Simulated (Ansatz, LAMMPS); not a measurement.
**Glassy CaAl2Si6O16 (125 atoms): geometry optimisation**

Wanted: the relaxed structure of glassy CaAl2Si6O16 (125 atoms) and its electronic structure.

Main program and level: Ansatz 0.2.0; Kohn-Sham DFT, PBE, PAW (set soft_2), plane waves.

**What experiment says.** A Ca0.125Al0.25Si0.75O2 glass plate was measured by high-energy x-ray diffraction at 20 K and the Ca-O distance was fitted in the PDF (“Polyhedral units and network connectivity in calcium aluminosilicate glasses from high-energy x-ray diffraction”, 2000, arxiv:cond-mat/0007490): nearest Ca–O distance 2.32 Å; number of O about Ca 5.3.

### Step 1. The starting structure

The cell holds 125 atoms: 10 Al, 5 Ca, 80 O and 30 Si. Its edges and angles: a = 11.753 Å, b = 11.753 Å, c = 11.753 Å, α = 90.0°, β = 90.0°, γ = 90.0°. 125 atoms (10 Al, 5 Ca, 80 O, 30 Si) placed at random at 2.61 g/cm³, melted at 4500 K for 20 ps at fixed volume with the Morse and Coulomb pair potential with partial charges (Pedone, Malavasi, Menziani, Cormack and Segre, J. Phys. Chem. B 110, 11780 (2006)). Quenched from 4500 K to 300 K at 10 K/ps and fixed volume, held 20 ps at zero pressure.

What the set-up can't give: The quench rate of 10 K/ps far exceeds what a furnace or splat quench reaches, so expect more defects and frozen-in strain than in a real sample. The starting topology of bonds comes from the classical model. Only the Γ point is sampled, in a cell whose shortest periodic width is 12 Å.

### Step 2. How the cell was made

A classical potential supplies the starting structure, since it reaches far longer times than DFT.

This step: classical MD, Morse and Coulomb pair potential with partial charges (Pedone, Malavasi, Menziani, Cormack and Segre, J. Phys. Chem. B 110, 11780 (2006)) (LAMMPS 22 Jul 2025 - Update 4).

The input, in.lmp:

```
# melt-quench of Al10Ca5O80Si30
units metal
atom_style charge
boundary p p p
region box block 0 11.8170 0 11.8170 0 11.8170
create_box 4 box
mass 1 26.9815   # Al
mass 2 40.0780   # Ca
mass 3 15.9990   # O
mass 4 28.0850   # Si
create_atoms 1 random 10 25586 NULL overlap 1.5 maxtry 2000
create_atoms 2 random 5 25593 NULL overlap 1.5 maxtry 2000
create_atoms 3 random 80 25600 NULL overlap 1.5 maxtry 2000
create_atoms 4 random 30 25607 NULL overlap 1.5 maxtry 2000
pair_style hybrid/overlay pedone 5.5 coul/long 8.0
pair_coeff * * coul/long
pair_coeff 1 3 pedone 0.361581 1.900442 2.164818 0.9   # Al-O
pair_coeff 2 3 pedone 0.030211 2.241334 2.923245 5   # Ca-O
pair_coeff 3 3 pedone 0.042395 1.379316 3.618701 22   # O-O
pair_coeff 3 4 pedone 0.340554 2.006700 2.100000 1   # Si-O
set type 1 charge 1.8
set type 2 charge 1.2
set type 3 charge -1.2
set type 4 charge 2.4
kspace_style pppm 1.0e-4
neigh_modify delay 0 every 1 check yes
thermo_style custom step time temp pe press density
thermo_modify norm yes
timestep 0.002
thermo 100
min_style cg
minimize 1e-4 1e-4 200 2000
reset_timestep 0
velocity all create 4500 25587 mom yes dist gaussian
# [... 11 lines left out ...]
fix md all nvt temp 4500 300 0.2
run 210000 post no
unfix md
thermo 3333
fix md all npt temp 300 300 0.2 iso 0 0 2
run 10000 post no
unfix md
write_dump all custom glass.dump id type xs ys zs modify sort id
```

On the command line:

```sh
> lmp -in in.lmp -log none -nocite
```

Numbers of over 12 decimals in the logs are rounded to 6 here.

The log of the run:

```text
LAMMPS (22 Jul 2025 - Update 4)
Created orthogonal box = (0 0 0) to (11.817 11.817 11.817)
Created 10 atoms
Created 5 atoms
Created 80 atoms
Created 30 atoms
PPPM initialization ...
  G vector (1/distance) = 0.37491746
  grid = 12 12 12
  estimated relative force accuracy = 8.9291765e-05
   Step          Time           Temp          PotEng         Press         Density
         0   0              0             -2.1859784      605761.18      2.6090081
        79   0.158          0             -15.887874      6758.1516      2.6090081
Loop time of 0.0444099 s on 1 MPI rank(s) for 79 steps with 125 atoms
Minimization stats:
  Stopping criterion = energy tolerance
  Energy initial, next-to-last, final =
     -2.18597844248132  -15.8863668282084  -15.8878740810044
  Force two-norm initial, final = 371.85918 2.7969677
  Iterations, force evaluations = 79 96
   Step          Time           Temp          PotEng         Press         Density
[... 7 lines left out ...]
      3332   6.664          5088.1599     -15.218182      78402.793      2.6090081
      4998   9.996          4489.991      -15.287177     -1698.0455      2.6090081
      6664   13.328         4893.7368     -15.257512      30653.867      2.6090081
      8330   16.66          4273.8094     -15.287596      15620.143      2.6090081
      9996   19.992         4478.1684     -15.173179      47634.724      2.6090081
[... 1 line left out ...]
Loop time of 4.18885 s on 1 MPI rank(s) for 10000 steps with 125 atoms
   Step          Time           Temp          PotEng         Press         Density
[... 12 lines left out ...]
Loop time of 81.9021 s on 1 MPI rank(s) for 210000 steps with 125 atoms
   Step          Time           Temp          PotEng         Press         Density
[... 1 line left out ...]
    223311   446.622        298.7614      -16.057019     -18279.871      2.6060016
    226644   453.288        296.77513     -16.057969      323.9945       2.6230181
    229977   459.954        344.8129      -16.052563      9018.3903      2.6583406
    231000   462            351.34261     -16.06552       2907.4714      2.6520808
Loop time of 4.63161 s on 1 MPI rank(s) for 10000 steps with 125 atoms
```

The job ended after 91 s (1 thread of Intel Xeon 6975P-C (Granite Rapids), shared host; peak memory 0.069 GiB).

### Step 3. Single point at the start

The forces at the start show how far the geometry lies from a minimum of this functional.

The input, input.yaml:

```yaml
crystal:
  lattice:
    - [11.75268, 0.0, 0.0]
    - [0.0, 11.75268, 0.0]
    - [0.0, 0.0, 11.75268]
  atoms:
    - { symbol: Al, position: [0.90781, 0.77729, 0.95352] }
    - { symbol: Al, position: [0.71307, 0.62387, 0.61921] }
    - { symbol: Al, position: [0.58129, 0.25973, 0.78334] }
    - { symbol: Al, position: [0.8447, 0.79751, 0.49028] }
    - { symbol: Al, position: [0.99389, 0.44821, 0.94613] }
    - { symbol: Al, position: [0.33322, 0.2096, 0.88294] }
    - { symbol: Al, position: [0.24819, 0.54822, 0.99241] }
    - { symbol: Al, position: [0.87724, 0.48503, 0.74647] }
    - { symbol: Al, position: [0.35499, 0.48307, 0.34291] }
    - { symbol: Al, position: [0.10695, 0.50129, 0.43336] }
    - { symbol: Ca, position: [0.14692, 0.34185, 0.23187] }
    - { symbol: Ca, position: [0.81456, 0.90985, 0.16494] }
    - { symbol: Ca, position: [0.51524, 0.02373, 0.73512] }
    - { symbol: Ca, position: [0.3865, 0.79264, 0.87601] }
    - { symbol: Ca, position: [0.6835, 0.33692, 0.57919] }
    - { symbol: O, position: [0.49964, 0.3221, 0.67537] }
    - { symbol: O, position: [0.96484, 0.03909, 0.26982] }
    - { symbol: O, position: [0.39721, 0.86065, 0.06861] }
    - { symbol: O, position: [0.20091, 0.95576, 0.07896] }
    - { symbol: O, position: [0.18478, 0.21561, 0.38371] }
    - { symbol: O, position: [0.72699, 0.96114, 0.74992] }
    - { symbol: O, position: [0.42051, 0.58938, 0.40156] }
    - { symbol: O, position: [0.43869, 0.2858, 0.06941] }
    - { symbol: O, position: [0.13422, 0.69376, 0.69944] }
    - { symbol: O, position: [0.17422, 0.9152, 0.87222] }
    - { symbol: O, position: [0.8781, 0.70567, 0.07627] }
    - { symbol: O, position: [0.72152, 0.74151, 0.69414] }
    - { symbol: O, position: [0.40082, 0.71987, 0.64578] }
    - { symbol: O, position: [0.27787, 0.09716, 0.80503] }
    - { symbol: O, position: [0.36434, 0.49553, 0.64546] }
    - { symbol: O, position: [0.77064, 0.31877, 0.03446] }
    - { symbol: O, position: [0.33162, 0.91773, 0.70698] }
    [... 87 atom lines left out ...]
    - { symbol: Si, position: [0.52991, 0.14543, 0.3814] }
    - { symbol: Si, position: [0.78174, 0.08509, 0.76136] }
    - { symbol: Si, position: [0.73485, 0.42082, 0.95043] }
    - { symbol: Si, position: [0.59379, 0.89671, 0.46509] }
    - { symbol: Si, position: [0.93159, 0.15671, 0.20586] }
    - { symbol: Si, position: [0.69995, 0.83119, 0.78888] }
kpoints:
  mp_grid: { grid: [1, 1, 1] }
hamiltonian:
  xc: pbe
scf:
  occupations: { method: gaussian, width: 0.025 }
output:
  forces: true
  stress: true
  populations: true
  dos:
    method: { smearing: { sigma: 0.1 } }
    de: 0.1
    projected: { site_lists: { Al: [Al], Ca: [Ca], O: [O], Si: [Si] } }
  eigenvalues: true
```

On the command line:

```sh
> ansatz run input.yaml --threads 4 --pin off --max-ram 8192MiB --backend cpu --events-out ev --progress --plain --runs-dir out
```

The log of the run:

```text
Engine: ansatz 0.2.0, x86_64-unknown-linux-gnu
Pseudopotentials: kind: paw
Pseudopotential: Al, paw, valence charge 3, recommended cutoff 420 eV (normal), Al.paw.azcp
Pseudopotential: Ca, paw, valence charge 10, recommended cutoff 420 eV (normal), Ca.paw.azcp
Pseudopotential: O, paw, valence charge 6, recommended cutoff 420 eV (normal), O.paw.azcp
Pseudopotential: Si, paw, valence charge 4, recommended cutoff 420 eV (normal), Si.paw.azcp
[... 5 lines on functional and potentials left out ...]
Crystal: 125 atoms, lattice volume = 1623.345 Å³
Basis set: ecut = 420 eV, 31559 PW (Γ), exchange–correlation on 160×160×160 points (8 copies of the dense FFT grid, shifted against one another)
Bands: 465, of which v1, the nominal top of the filled ones, is band 340 counted from 1 (339 counted from 0)
Symmetry: 1 space group operations
Space group: P1 (ITA 1), of the structure as read, at distance tolerance 1.2e-4 Å
k-points: 1
[... 9 lines on functional and potentials left out ...]
Initial density: superposition of atomic densities (neutral atoms: chi_scale 0, normalization atom), corrected by the library's trained network
Initial wavefunctions: pseudopotential atomic-orbital guess
Functional: x = pbe(κ = 0.804, μ = 0.219515), c = pbe(β = 0.066725)
SCF iter   1: F=—  HF=-79066.819712 eV  |F-HF|=—  |Δ(HF+E_count)|=         —  Δρ=2.21e-3  dr2=1.07e-1  ethr=1.77e-3  ⟨swp⟩=7.0  Hψ=2398  notcnv=0  defer=106
preconditioner: auto → Resta (q_TF=auto, 2.360 Å⁻¹)  ε∞=3.2  [insulator: Δε(μ)=3.645 eV  Ē_g=16.040 eV  σ=0.025 eV  W_gap=1.00  n_scr=364 (ndim 8)  ℏωp=23.9 eV  f_vac=0.127  D(μ)=0.00/eV (n_scr^D=0)  ε∞_Penn≈3.2]
SCF iter   2: F=—  HF=-79066.821966 eV  |F-HF|=—  |Δ(HF+E_count)|=   2.25e-3  Δρ=1.15e-3  dr2=2.64e-2  ethr=1.57e-5  ⟨swp⟩=2.0  Hψ=783  notcnv=0  defer=118
SCF iter   3: F=—  HF=-79066.824425 eV  |F-HF|=—  |Δ(HF+E_count)|=   2.46e-3  Δρ=5.14e-4  dr2=6.74e-3  ethr=3.89e-6  ⟨swp⟩=3.0  Hψ=605  notcnv=0  defer=118
SCF iter   4: F=—  HF=-79066.823769 eV  |F-HF|=—  |Δ(HF+E_count)|=   6.57e-4  Δρ=1.83e-4  dr2=6.42e-4  ethr=9.91e-7  ⟨swp⟩=2.0  Hψ=599  notcnv=0  defer=118
SCF iter   5: F=—  HF=-79066.823816 eV  |F-HF|=—  |Δ(HF+E_count)|=   4.75e-5  Δρ=1.08e-4  dr2=1.71e-4  ethr=9.44e-8  ⟨swp⟩=2.0  Hψ=662  notcnv=0  defer=118
SCF iter   6: F=—  HF=-79066.823832 eV  |F-HF|=—  |Δ(HF+E_count)|=   1.59e-5  Δρ=3.53e-5  dr2=1.90e-5  ethr=2.51e-8  ⟨swp⟩=2.0  Hψ=597  notcnv=0  defer=118
SCF iter   7: F=—  HF=-79066.823791 eV  |F-HF|=—  |Δ(HF+E_count)|=   4.13e-5  Δρ=1.31e-5  dr2=2.47e-6  ethr=2.80e-9  ⟨swp⟩=2.0  Hψ=800  notcnv=0  defer=118
SCF iter   8: F=—  HF=-79066.823793 eV  |F-HF|=—  |Δ(HF+E_count)|=   1.89e-6  Δρ=7.05e-6  dr2=7.06e-7  ethr=3.63e-10  ⟨swp⟩=2.0  Hψ=651  notcnv=0  defer=118
SCF iter   9: F=-79066.823793 eV  HF=-79066.823793 eV  |F-HF|=1.66e-8  |Δ(HF+E_count)|=   1.64e-7  Δρ=1.76e-6  dr2=4.79e-8  ethr=1.47e-11  ⟨swp⟩=16.0  Hψ=3295  notcnv=0
SCF 1 converged in 9 iterations: F = -79066.823793 eV  dr2 = 4.79e-8
  greatest PAW one-centre occupation: 0.995 electrons in one spin orbital (limit 2), on the Ca atom at site 13 (counted from 0), in its partial waves of l = 0
SCF converged after 9 iterations
Free energy (F): -79066.823793 eV
Harris-Foulkes:  -79066.823793 eV  (|F-HF|=1.66e-8)
Internal energy: -79066.823793 eV  (E = F + TS)
E sigma→0 (E₀):  -79066.823793 eV
Fermi energy:    6.167508 eV
--- Per-component energies (eV) ---
  E_band       = -3154.323593
  E_kinetic    = 17331.944994
  E_local      = -44626.430161  (includes V_loc(G=0)·N_el)
  E_nonlocal   = 4999.180074
  E_hartree    = 16363.807427
  E_xc         = -8726.245908
  E_vxc        = -10191.518918  (∫ρ·V_xc dr)
  E_paw        = -37086.693866  (= ΣΔE_a)
  E_vpaw       = -3395.318408  (= ΣTr[D̂ρ^β])
  E_aug_tail   = 0.205578  (compensation charges beyond the density's cutoff)
  E_ewald      = -27322.591931
  E_smearing   = -0.000000  (= −TS)
  E_closure    = 0.000000  (closes the sum)
  Σ components = -79066.823793   (vs F -79066.823793, Δ=0.00e0)
--- Forces (eV/Å), atoms counted from 1 ---
  atom   1  Al     2.91893787    -1.56761547    -1.12304436
  atom   2  Al    -1.03389631    -1.44013048    -1.71370315
  atom   3  Al    -0.55188464     0.96966505     0.61236757
  atom   4  Al     0.28653251    -0.87763551     0.33124246
  atom   5  Al    -0.48377091     1.73779950     1.07208702
  atom   6  Al     0.34406335     1.36097775    -0.80202414
  atom   7  Al    -1.14926672     0.88013958     0.02085223
  atom   8  Al     0.93093780     0.67889538    -2.49849579
  atom   9  Al    -0.03090637    -1.50277447    -2.44439556
  atom  10  Al    -0.68230922     0.14481258     3.39422748
  atom  11  Ca     0.05598755    -0.49745306     0.67780093
  atom  12  Ca    -0.91683947    -0.96479714    -0.02131848
  atom  13  Ca     0.47697322     0.06370979     0.62478959
  atom  14  Ca     0.55872760     0.30547523     0.13962152
[...]
atom 124  Si     1.59438927     1.29655294     0.15165592
  atom 125  Si    -0.61617886     0.56136148     1.11593698
  max |Σ_I F_I| component: 6.76e-5 eV/Å
--- Stress (GPa, compression-positive) ---
        5.873697       0.811699       0.876196
        0.811694       9.916631       0.275808
        0.876196       0.275805       6.354959
  P = ⅓ Tr σ = 7.3818 GPa (73.818 kbar)
--- Band table (eV) ---
  k-point 0: bands = ["-36.3430", "-35.8665", "-35.4459", "-35.2094", [... 449 levels ...], "13.8875", "13.9259", "13.9434", "13.9656", "13.9802", "14.0054", "14.0748", "14.0842", "14.0973", "14.1703", "14.2071", "14.2186"]
--- Löwdin populations: 125 sites ---
  site symbol       q [e]
     0     Al      1.6589
     1     Al      1.6406
     2     Al      1.7851
[...]
124     Si      2.2535
  spilling = 0.012717 (of n_electrons = 680.000000)
```

Wall time 15 s (4 threads of Intel Xeon 6975P-C (Granite Rapids), shared host); peak memory 2.4 GiB; 56 s of CPU time.

The column dr2 measures how far the density is from self-consistency, as an energy; F and HF (Harris–Foulkes) agree once it is small.

Read from the output:

```
free energy                                      : -79066.8238 eV
free energy per atom                             : -632.5346 eV/atom
SCF cycles                                       : 9
pressure                                         : 7.382 GPa
r.m.s. force component                           : 1.221 eV/Å
longest force                                    : 5.769 eV/Å
Fermi energy                                     : 6.168 eV
gap (highest filled to lowest empty level) : 3.451 eV
spilling of the projection                       : 0.01272
```

The r.m.s. force component of 1.2 eV/Å and the pressure of 7.4 GPa set the starting point.

Neighbours are counted within 2.12 Å (O-Si), 2.43 Å (O-Al), 3.08 Å (O-Ca).

Length of the force by element and coordination:

| element | coordination | atoms | mean length of the force (eV/Å) | spread | least | most |
| --- | --- | --- | --- | --- | --- | --- |
| Al | all | 10 | 2.25 | 0.857 | 0.981 | 3.50 |
| Al | 4 | 9 | 2.34 | 0.859 | 0.981 | 3.50 |
| Al | 5 | 1 | 1.45 | 0 | 1.45 | 1.45 |
| Ca | all | 5 | 1.01 | 0.308 | 0.652 | 1.42 |
| Ca | 6 | 3 | 1.20 | 0.253 | 0.843 | 1.42 |
| Ca | 7 | 1 | 0.789 | 0 | 0.789 | 0.789 |
| Ca | 8 | 1 | 0.652 | 0 | 0.652 | 0.652 |
| O | all | 80 | 1.72 | 0.867 | 0.495 | 4.71 |
| O | 2 | 49 | 1.66 | 0.920 | 0.579 | 4.71 |
| O | 3 | 28 | 1.91 | 0.733 | 0.689 | 3.77 |
| O | 4 | 3 | 0.875 | 0.282 | 0.495 | 1.17 |
| Si | all | 30 | 2.33 | 1.09 | 0.419 | 5.77 |

[end of part 1 of 3]

[Logs are printed without paths, hosts, clocks, repeated set-up lines and the standing remarks that a program may print on its own settings, such as how far it seeks lower states.]

[Hosts, paths, dates, database ids (printed as entryN), source tags and the programs' standing remarks are cut or masked in the printed files.]
